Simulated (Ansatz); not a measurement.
# Grüneisen parameters and expansion of SiBi (hypothetical, Fm-3m)

Aim: how the vibrations of SiBi (hypothetical) shift with volume, and the expansion that follows. The crystal structure is hypothetical: it was made by swapping elements on a known structure type.

Main program and level: Ansatz 0.2.0; DFT PBEsol, scalar-relativistic, plane waves, PAW.

## (1) The starting structure

It takes space group Fm-3m (No. 225, cubic). The conventional cell has a = 5.885 Å, b = 5.885 Å, c = 5.885 Å, α = 90.00°, β = 90.00°, γ = 90.00°. Nearest to Si lie 6 Bi at 2.94 Å. Nearest to Bi lie 6 Si at 2.94 Å. Farther neighbours are not listed.

## (2) A first coarse run

Before spending time, one coarse run tells the gap and the pressure of the starting cell.

input.yaml reads:

```yaml
crystal:
  lattice:
    - [0.0, 2.9425, 2.9425]
    - [2.9425, 0.0, 2.9425]
    - [2.9425, 2.9425, 0.0]
  atoms:
    - { symbol: Si, position: [0.0, 0.0, 0.0] }
    - { symbol: Bi, position: [0.5, 0.5, 0.5] }
kpoints:
  mp_grid: { grid: [6, 6, 6] }
hamiltonian:
  xc: pbesol
scf:
  occupations: { method: gaussian, width: 0.1 }
output:
  forces: true
  stress: true
  eigenvalues: true
```

The run is started by

```
ansatz run input.yaml --threads 4 --pin off --max-ram 8192MiB --backend cpu --events-out ev --progress --plain --runs-dir out
```

Numbers of over 12 decimals in the logs are rounded to 6 here.

The log of the run:

```text
Engine: ansatz 0.2.0, aarch64-unknown-linux-gnu
Pseudopotentials: kind: paw
Pseudopotential: Si, paw, valence charge 4, recommended cutoff 420 eV (normal), Si.paw.azcp
Pseudopotential: Bi, paw, valence charge 15, recommended cutoff 420 eV (normal), Bi.paw.azcp
Functional definition: PBEsol
  exchange = pbesol_x
  correlation = pbesol_c
Crystal: 2 atoms, lattice volume = 50.954 Å³
Basis set: ecut = 420 eV, 965 PW (Γ), exchange–correlation on 60×60×60 points (8 copies of the dense FFT grid, shifted against one another)
Bands: 14, of which v1, the nominal top of the filled ones, is band 10 counted from 1 (9 counted from 0)
Symmetry: 48 space group operations
Space group: Fm-3m (ITA 225), of the structure as read, at distance tolerance 3.7e-5 Å
k-points: 16 of 216
Non-local potential: Si, projectors of the file, l = 0: 2, l = 1: 2, l = 2: 2
Non-local potential: Bi, projectors of the file, l = 0: 2, l = 1: 2, l = 2: 2, l = 3: 2
PAW form: soft (Blöchl's): semilocal exchange-correlation on the pseudo side does not see the compensation charge
PAW frozen core: Si, regenerated for the run's functional, and the local potential with it (the file was generated under x = pbe(κ = 0.804, μ = 0.219515), c = pbe(β = 0.066725))
PAW frozen core: Bi, regenerated for the run's functional, and the local potential with it (the file was generated under x = pbe(κ = 0.804, μ = 0.219515), c = pbe(β = 0.066725))
PAW one-centre angular grid: Si, 110 points (default); XC on 64 Gauss nodes
PAW one-centre angular grid: Bi, 590 points (default); XC on 64 Gauss nodes
Initial density: superposition of atomic densities (neutral atoms: chi_scale 0, normalization atom), corrected by the library's trained network
Initial wavefunctions: pseudopotential atomic-orbital guess
Functional: x = pbesol(κ = 0.804, μ = 0.123457), c = pbesol(β = 0.046)
SCF iter   1: F=—  HF=-12862.731081 eV  |F-HF|=—  |Δ(HF+E_count)|=         —  Δρ=2.08e-3  dr2=3.29e-3  ethr=1.77e-3  ⟨swp⟩=5.7  Hψ=1272  notcnv=0
preconditioner: auto → none  [insulator: Δε(μ)=0.277 eV  Ē_g=18.472 eV  σ=0.100 eV  W_gap=0.91  n_scr=14 (ndim 8)  ℏωp=22.7 eV  f_vac=0.000  D(μ)=0.56/eV (n_scr^D=0)  ε∞_Penn≈2.5]
SCF iter   2: F=—  HF=-12862.729397 eV  |F-HF|=—  |Δ(HF+E_count)|=   1.68e-3  Δρ=1.16e-3  dr2=1.05e-3  ethr=1.73e-5  ⟨swp⟩=2.0  Hψ=422  notcnv=0
SCF iter   3: F=—  HF=-12862.729189 eV  |F-HF|=—  |Δ(HF+E_count)|=   2.08e-4  Δρ=3.04e-4  dr2=6.28e-5  ethr=5.52e-6  ⟨swp⟩=2.8  Hψ=355  notcnv=0
SCF iter   4: F=—  HF=-12862.729183 eV  |F-HF|=—  |Δ(HF+E_count)|=   6.43e-6  Δρ=1.86e-4  dr2=2.03e-5  ethr=3.31e-7  ⟨swp⟩=2.0  Hψ=368  notcnv=0
SCF iter   5: F=—  HF=-12862.729172 eV  |F-HF|=—  |Δ(HF+E_count)|=   1.03e-5  Δρ=5.33e-5  dr2=1.76e-6  ethr=1.07e-7  ⟨swp⟩=2.0  Hψ=314  notcnv=0
SCF iter   6: F=-12862.729171 eV  HF=-12862.729171 eV  |F-HF|=7.67e-8  |Δ(HF+E_count)|=   9.16e-7  Δρ=1.18e-5  dr2=8.31e-8  ethr=5.26e-10  ⟨swp⟩=5.4  Hψ=1075  notcnv=0
SCF 1 converged in 6 iterations: F = -12862.729171 eV  dr2 = 8.31e-8
  greatest PAW one-centre occupation: 0.988 electrons in one spin orbital (limit 2), on the Bi atom at site 1 (counted from 0), in its partial waves of l = 2
SCF converged after 6 iterations
Free energy (F): -12862.729171 eV
Harris-Foulkes:  -12862.729171 eV  (|F-HF|=7.67e-8)
Internal energy: -12862.726397 eV  (E = F + TS)
E sigma→0 (E₀):  -12862.727784 eV
Entropy (-TS):   -0.002774 eV (-1.387 meV/atom)
Fermi energy:    9.341513 eV
--- Per-component energies (eV) ---
  E_band       = -93.782783
  E_kinetic    = 340.365864
  E_local      = -1591.535648  (includes V_loc(G=0)·N_el)
  E_nonlocal   = 587.967504
  E_hartree    = 524.504369
  E_xc         = -203.741065
  E_vxc        = -189.449839  (∫ρ·V_xc dr)
  E_paw        = -11008.604919  (= ΣΔE_a)
  E_vpaw       = -290.147813  (= ΣTr[D̂ρ^β])
  E_aug_tail   = -0.000443  (compensation charges beyond the density's cutoff)
  E_ewald      = -1511.803371
  E_core_change = 0.121313  (= ΣΔE_core)
  E_smearing   = -0.002774  (= −TS)
  E_closure    = 0.000000  (closes the sum)
  Σ components = -12862.729171   (vs F -12862.729171, Δ=0.00e0)
--- Forces (eV/Å), atoms counted from 1 ---
  atom   1  Si    -0.00000000     0.00000000     0.00000000
  atom   2  Bi     0.00000000    -0.00000000    -0.00000000
  max |Σ_I F_I| component: 9.58e-29 eV/Å
--- Stress (GPa, compression-positive) ---
       -3.046718       0.000000      -0.000000
       -0.000000      -3.046718      -0.000000
       -0.000000       0.000000      -3.046718
  P = ⅓ Tr σ = -3.0467 GPa (-30.467 kbar)
--- Band table (eV; the first three rows and the last of 16) ---
  k-point 0: bands = [... 6 lower, 6.4297, 8.8123, 8.8123, 8.8123, 14.1702, 14.1702, 14.1702, 14.9009]
  k-point 1: bands = [... 6 lower, 4.8138, 8.8510, 8.8510, 9.6306, 12.7962, 12.7962, 13.0441, 15.0081]
  k-point 2: bands = [... 6 lower, 2.4704, 9.0941, 9.0941, 10.1569, 11.0845, 11.0845, 11.6269, 16.6305]
  k-point 15: bands = [... 6 lower, 2.6683, 4.4614, 5.6204, 8.8282, 12.9778, 13.5744, 16.8044, 16.9843]
```

Elapsed: 0.38 s, on 4 threads of Arm Neoverse V2, shared host; peak memory 0.3 GiB; 0.95 s of CPU time.

In the SCF lines HF is the Harris–Foulkes energy and dr2 the Hartree energy of the density residual, in eV; the loop may stop once dr2 is under the threshold and the program's other checks hold. Hψ counts applications of the Hamiltonian.

This step gave:

- pressure: -3.047 GPa
- volume per atom: 25.48 Å³
- gap on the k-mesh: 0 eV

The start is under -3.0 GPa at this level and looks like a metal on this mesh.

## (3) Relaxation

The vibrations must be taken about the equilibrium of this functional, not about the starting cell, so the structure is relaxed.

input.yaml, the sections that differ from step 2:

```yaml
kpoints:
  mp_grid: { grid: [12, 12, 12] }
relax:
  adjacent_minimum: "off"
  f_tol: 0.005
  max_steps: 80
  cell: { stress_tol: 0.05 }
# crystal, hamiltonian, scf, output: as in step 2
```

The log of the run:

```text
[...]
Crystal: 2 atoms, lattice volume = 50.954 Å³
Basis set: ecut = 420 eV, 965 PW (Γ), exchange–correlation on 60×60×60 points (8 copies of the dense FFT grid, shifted against one another)
Bands: 14, of which v1, the nominal top of the filled ones, is band 10 counted from 1 (9 counted from 0)
Symmetry: 48 space group operations
[...]
k-points: 72 of 1728
[...]
SCF iter   1: F=—  HF=-12862.727314 eV  |F-HF|=—  |Δ(HF+E_count)|=         —  Δρ=2.40e-3  dr2=4.93e-3  ethr=1.77e-3  ⟨swp⟩=5.7  Hψ=5775  notcnv=0
[...]
SCF iter   7: F=-12862.724888 eV  HF=-12862.724888 eV  |F-HF|=6.13e-9  |Δ(HF+E_count)|=   1.57e-8  Δρ=3.46e-6  dr2=7.45e-9  ethr=5.26e-10  ⟨swp⟩=6.0  Hψ=4012  notcnv=0
SCF 1 converged in 7 iterations: F = -12862.724888 eV  dr2 = 7.45e-9
[...]
relax step   1: F+E_penalty+E_count = -12862.72488833 eV  Δ(F+E_penalty+E_count) = +0.000e0 eV  max|allowed force component| = 3.842e-29 eV/Å  Δτ_max = 0.0000 Å  P = -2.762 GPa  Ω = 50.954 Å³  (7 SCF iters, dr2 threshold 1.00e-7 eV, accepted)
Crystal: 2 atoms, lattice volume = 47.218 Å³
Basis set: ecut = 420 eV, 941 PW (Γ), exchange–correlation on 60×60×60 points (8 copies of the dense FFT grid, shifted against one another)
[...]
iter 1 solved again at ethr=2.31e-5 eV; its pass at ethr=3.10e-3 eV (dr2=4.39e-3 eV) is discarded
[...]
SCF iter   5: F=-12862.734699 eV  HF=-12862.734699 eV  |F-HF|=4.96e-9  |Δ(HF+E_count)|=   2.91e-7  Δρ=1.35e-5  dr2=5.69e-8  ethr=1.05e-9  ⟨swp⟩=4.1  Hψ=4954  notcnv=0
SCF 2 converged in 5 iterations: F = -12862.734699 eV  dr2 = 5.69e-8
relax step   2: F+E_penalty+E_count = -12862.73469926 eV  Δ(F+E_penalty+E_count) = -9.811e-3 eV  max|allowed force component| = 2.971e-29 eV/Å  Δτ_max = 0.0000 Å  P = +2.335 GPa  Ω = 47.218 Å³  energy of the carried Pulay correction = +6.369e-4 eV  (5 SCF iters, dr2 threshold 2.00e-7 eV, accepted)
Crystal: 2 atoms, lattice volume = 48.859 Å³
[...]
SCF iter   5: F=-12862.745092 eV  HF=-12862.745092 eV  |F-HF|=1.20e-9  |Δ(HF+E_count)|=   6.56e-8  Δρ=7.11e-6  dr2=1.88e-8  ethr=1.05e-9  ⟨swp⟩=6.0  Hψ=5099  notcnv=0
SCF 3 converged in 5 iterations: F = -12862.745092 eV  dr2 = 1.88e-8
relax step   3: F+E_penalty+E_count = -12862.74509184 eV  Δ(F+E_penalty+E_count) = -1.039e-2 eV  max|allowed force component| = 2.879e-28 eV/Å  Δτ_max = 0.0000 Å  P = -0.172 GPa  Ω = 48.859 Å³  energy of the carried Pulay correction = +3.512e-4 eV  (5 SCF iters, dr2 threshold 2.00e-7 eV, accepted)
[...]
relax step   4: F+E_penalty+E_count = -12862.74517764 eV  Δ(F+E_penalty+E_count) = -8.581e-5 eV  max|allowed force component| = 6.337e-29 eV/Å  Δτ_max = 0.0000 Å  P = -0.009 GPa  Ω = 48.743 Å³  energy of the carried Pulay correction = +3.712e-4 eV  (3 SCF iters, dr2 threshold 7.39e-8 eV, accepted)
[...]
SCF iter   5: F=-12862.744813 eV  HF=-12862.744813 eV  |F-HF|=0.00e0  |Δ(HF+E_count)|=  3.82e-11  Δρ=2.34e-7  dr2=1.62e-11  ethr=1.00e-12  ⟨swp⟩=5.1  Hψ=5193  notcnv=0
SCF 5 converged in 5 iterations: F = -12862.744813 eV  dr2 = 1.62e-11
relax step   5: F+E_penalty+E_count = -12862.74481314 eV  Δ(F+E_penalty+E_count) = +3.645e-4 eV  max|allowed force component| = 7.606e-29 eV/Å  Δτ_max = 0.0000 Å  P = -0.010 GPa  Ω = 48.743 Å³  stress off target by 1.01e-2 GPa  SCF on the basis re-selected at this cell (its energy is not comparable with the rows above)  (5 SCF iters)
basis re-selected at this cell: Δ(F+E_penalty+E_count) = +3.645e-4 eV, ΔP = -0.001 GPa vs the last step (what re-selecting the basis moved, of the pressure what is left beyond the Pulay correction that the steps carried, after the strain that the cell walked since its last selection, with what the two solves' SCF thresholds leave and, on support functions, any second-order correction that the steps lacked; it is no m [...]
SCF converged after 5 iterations
Free energy (F): -12862.744813 eV
[...]
Internal energy: -12862.739395 eV  (E = F + TS)
E sigma→0 (E₀):  -12862.742104 eV
Entropy (-TS):   -0.005418 eV (-2.709 meV/atom)
Fermi energy:    10.109760 eV
[...]
--- Stress (GPa, compression-positive) ---
       -0.010139      -0.000000      -0.000000
       -0.000000      -0.010139      -0.000000
       -0.000000      -0.000000      -0.010139
  P = ⅓ Tr σ = -0.0101 GPa (-0.101 kbar)
--- Band table (eV; the first three rows and the last of 72) ---
  k-point 0: bands = [... 6 lower, 7.3864, 9.4176, 9.4176, 9.4176, 14.9924, 14.9924, 14.9924, 15.5255]
  k-point 1: bands = [... 6 lower, 6.7468, 9.4237, 9.4237, 9.8356, 14.4752, 14.4752, 14.5633, 15.5107]
  k-point 2: bands = [... 6 lower, 5.5330, 9.4538, 9.4538, 10.3974, 13.5286, 13.5286, 13.8039, 15.6731]
  k-point 71: bands = [... 6 lower, 2.9440, 5.3846, 5.3846, 11.4139, 11.6339, 15.7709, 15.7709, 18.6525]
--- Relaxed structure (4 steps of the walk, 4 accepted, 1 SCFs on fresh bases) ---
  F+E_penalty+E_count = -12862.74481314 eV   max|allowed force component| = 7.606e-29 eV/Å   (the final SCF, on the basis selected at the relaxed cell)
  cell:  # Å, volume = 48.7433 Å³
    - [0, 2.899312, 2.899312]
    - [2.899312, 0, 2.899312]
    - [2.899312, 2.899312, 0]
  atoms:
    - { symbol: Si, position: [0, 0, 0] }
    - { symbol: Bi, position: [0.5, 0.5, 0.5] }
```

Elapsed: 3.6 s, on 4 threads; peak memory 0.38 GiB.

Step by step:

| step | energy less that of the first step (eV) | largest force component (eV/Å) | pressure (GPa) | volume (Å³) |
| --- | --- | --- | --- | --- |
| 1 | 0.0000 | 0.0000 | -2.76 | 50.95 |
| 2 | -0.0098 | 0.0000 | 2.33 | 47.22 |
| 3 | -0.0202 | 0.0000 | -0.17 | 48.86 |
| 4 | -0.0203 | 0.0000 | -0.01 | 48.74 |
| 5* | -0.0199 | 0.0000 | -0.01 | 48.74 |

Relaxation steps marked * repeat the geometry before them on a plane-wave basis chosen anew for their cell, so energy and pressure can jump there.

Forces are held to the 48 operations that the run works with; a distortion that breaks them can't arise in this run.

| conventional cell, symmetrised | before | after | change |
| --- | --- | --- | --- |
| a (Å) | 5.885 | 5.799 | -1.5 % |
| b (Å) | 5.885 | 5.799 | -1.5 % |
| c (Å) | 5.885 | 5.799 | -1.5 % |
| volume (Å³/atom) | 25.48 | 24.37 | -4.3 % |

The relaxed structure:

```cif
data_structure
_symmetry_space_group_name_H-M 'P 1'
_symmetry_Int_Tables_number 1
_cell_length_a 4.1002
_cell_length_b 4.1002
_cell_length_c 4.1002
_cell_angle_alpha 60.000
_cell_angle_beta 60.000
_cell_angle_gamma 60.000
_cell_volume 48.74
loop_
_atom_site_label
_atom_site_type_symbol
_atom_site_fract_x
_atom_site_fract_y
_atom_site_fract_z
_atom_site_occupancy
Si1 Si 0.00000 0.00000 0.00000 1
Bi2 Bi 0.50000 0.50000 0.50000 1
```

This step gave:

```
pressure        : -0.01014 GPa
volume per atom : 24.37 Å³
```

The relaxation ends with a pressure of -0.01 GPa.

## (4) Tight relaxation

The relaxation is repeated with tighter thresholds on force and stress, since phonons are sensitive to what is left; a change of mesh or smearing in the input moves the cell too.

input.yaml, the sections that differ from step 3:

```yaml
crystal:
  lattice:
    - [0.0, 2.8993116848, 2.8993116848]
    - [2.8993116848, 0.0, 2.8993116848]
    - [2.8993116848, 2.8993116848, 0.0]
  atoms:
    - { symbol: Si, position: [0.0, 0.0, 0.0] }
    - { symbol: Bi, position: [0.5, 0.5, 0.5] }
scf:
  occupations: { method: methfessel_paxton, width: 0.15 }
relax:
  adjacent_minimum: "off"
  f_tol: 0.001
  max_steps: 60
  cell: { stress_tol: 0.01 }
# kpoints, hamiltonian, output: as in step 3
```

The log of the run:

```text
[...]
Crystal: 2 atoms, lattice volume = 48.743 Å³
Basis set: ecut = 420 eV, 941 PW (Γ), exchange–correlation on 60×60×60 points (8 copies of the dense FFT grid, shifted against one another)
Bands: 14, of which v1, the nominal top of the filled ones, is band 10 counted from 1 (9 counted from 0)
Symmetry: 48 space group operations
[...]
k-points: 72 of 1728
[...]
k-point 71: bands = [... 6 lower, 2.9469, 5.3868, 5.3868, 11.4178, 11.6379, 15.7744, 15.7744, 18.6581]
--- Relaxed structure (3 steps of the walk, 3 accepted, 1 SCFs on fresh bases) ---
[...]
cell:  # Å, volume = 48.7319 Å³
    - [0, 2.899086, 2.899086]
    - [2.899086, 0, 2.899086]
    - [2.899086, 2.899086, 0]
  atoms:
    - { symbol: Si, position: [0, 0, 0] }
    - { symbol: Bi, position: [0.5, 0.5, 0.5] }
[key lines of the parts left out:]
SCF converged after 7 iterations
Free energy (F): -12862.742368 eV
Fermi energy:    10.112526 eV
P = ⅓ Tr σ = -0.0001 GPa (-0.001 kbar)
```

The job ended after 2.9 s (4 threads; peak memory 0.38 GiB; 9.8 s of CPU time).

Little changed from the start: no atom moved by 0.005 Å and no cell edge by 0.1 %.

This step gave:

| Item | Value |
| --- | --- |
| pressure | -7.42e-5 GPa |

The residual pressure is -7.4e-5 GPa, small enough for phonons.

## (5) A run with changed settings

One run with other settings shows how much the ground state depends on them.

This step: DFT PBEsol, scalar-relativistic, plane waves, PAW; settings changed (Ansatz 0.2.0).

input.yaml reads:

```yaml
crystal:
  lattice:
    - [0.0, 2.8990864878, 2.8990864878]
    - [2.8990864878, 0.0, 2.8990864878]
    - [2.8990864878, 2.8990864878, 0.0]
  atoms:
    - { symbol: Si, position: [0.0, 0.0, 0.0] }
    - { symbol: Bi, position: [0.5, 0.5, 0.5] }
kpoints:
  mp_grid: { grid: [12, 12, 12] }
hamiltonian:
  xc: pbesol
scf:
  occupations: { method: methfessel_paxton, width: 0.15 }
  max_iter: 75
output:
  forces: true
  eigenvalues: true
  stress: true
accuracy: "yes please"
```

The log of the run:

```text
Error: YAML parse error: error: line 20 column 1: unknown variant `yes please`, expected one of low, medium, high
  --> <input>:20:1
   |
18 |   eigenvalues: true
19 |   stress: true
20 | accuracy: "yes please"
   | ^ unknown variant `yes please`, expected one of low, medium, high
```

The job ended after 0.02 s (4 threads; peak memory 0.022 GiB).

The program refused the input before any cycle.

The program's message: “Error: YAML parse error: error: line 20 column 1: unknown variant `yes please`, expected one of low, medium, high
  --> <input>:20:1
   |
18 |   eigenvalues: true
19 |   stress: true
20 | accuracy: "y …”

The change that led to it: accuracy = "yes please".

(Part 1 of 4 ends here.)

[Logs are printed without paths, hosts, clocks, repeated set-up lines and the standing remarks that a program may print on its own settings, such as how far it seeks lower states.]

[Hosts, paths, dates, database ids (printed as entryN), source tags and the programs' standing remarks are cut or masked in the printed files.]

[A step with changed settings may run another functional than the one named; its input shows which.]


